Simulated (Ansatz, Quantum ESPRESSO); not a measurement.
**Equation of state of bcc Ta**

How stiff is bcc Ta under hydrostatic load? Each row scales the relaxed cell evenly and relaxes the atoms. The phase is followed to these pressures whether or not it stays the stable one.

Calculated with Ansatz 0.2.0, PBEsol, PAW files of the set soft_1, cutoff 600 eV, Fermi–Dirac smearing 0.05 eV, k-mesh 19×19×19, no spin polarisation, no spin-orbit coupling.

Reference cell, relaxed at zero pressure with PBEsol (Im-3m): a = 2.8411 Å, b = 2.8411 Å, c = 2.8411 Å, α = 109.47°, β = 109.47°, γ = 109.47°.

```csv
atom,x,y,z
Ta,0.0000,0.0000,0.0000
```

| V (Å³/atom) | V/V0 | P (GPa) | E − E0 (meV/atom) |
| --- | --- | --- | --- |
| 16.5942 | 0.9400 | 14.487 | 46.6 |
| 16.9472 | 0.9600 | 9.302 | 20.5 |
| 18.0064 | 1.0200 | −3.680 | 3.8 |
| 18.3595 | 1.0400 | −7.287 | 16.0 |
| 18.7126 | 1.0600 | −10.587 | 35.7 |

V0 = 17.6534 Å³ an atom, where the residual pressure P0 is +0.265 GPa. **Question.** Fit the Birch–Murnaghan law and give the pressure and the energy at V = 17.3003 Å³ an atom, a row left out above.

With the Eulerian strain f = ½[(V0/V)^(2/3) − 1] and F = (P − P0)/[3f(1 + 2f)^(5/2)], the third-order law is the line F = B0 + (3/2) B0 (B′ − 4) f.

```csv
f,F (GPa)
0.02106,203.08
0.01380,203.99
−0.00656,207.30
−0.01290,208.27
−0.01905,209.25
```

A straight line through the 5 rows: the means are −0.00073 for f and 206.38 for F, Σ(Δx)² = 0.001204 and ΣΔxΔy = −0.1876, so the slope is −0.1876/0.001204 = −155.84 and the intercept 206.38 − (−155.84)(−0.00073) = 206.26.

Hence B0 = 206.3 GPa and B′ = 4 + (−155.8)/(1.5 × 206.3) = 3.50. For the withheld volume f = 0.00678, F = 205.21 GPa and P = 4.58 GPa. The run itself gives 4.58 GPa, so the estimate misses by 0.00 GPa, a rounding's worth.

Integrating the same law gives E − E0 = (9/2) B0 V0 f²[1 + (B′ − 4) f] + P0(V0 − V), with 1 GPa Å³ = 6.2415 meV: 5.3 meV an atom. The run itself gives 5.3 meV, so the estimate misses by 0.0 meV, a rounding's worth.

The same fit over all rows at other levels or in other programs gives B0 = 207 GPa with PBEsol (Quantum ESPRESSO, GBRV), 201 GPa with r2SCAN (Ansatz) and 216 GPa with LDA (Quantum ESPRESSO, GBRV).

Measured volume: 18.011 Å³ an atom (doi:10.1016/0036-9748(77)90141-7), so V0 is −2.0 % off. A stiffness follows the volume as d ln B/d ln V = −B′, which moves B0 by about −7 % when it is taken at the measured volume.

Measured bulk modulus: 194 GPa (arxiv:cond-mat/0403080), against 206 GPa here (+6 %).

The calculation is for a static lattice, while measurements hold thermal and zero-point motion.

[Logs are printed without paths, hosts, clocks, repeated set-up lines and the standing remarks that a program may print on its own settings, such as how far it seeks lower states.]
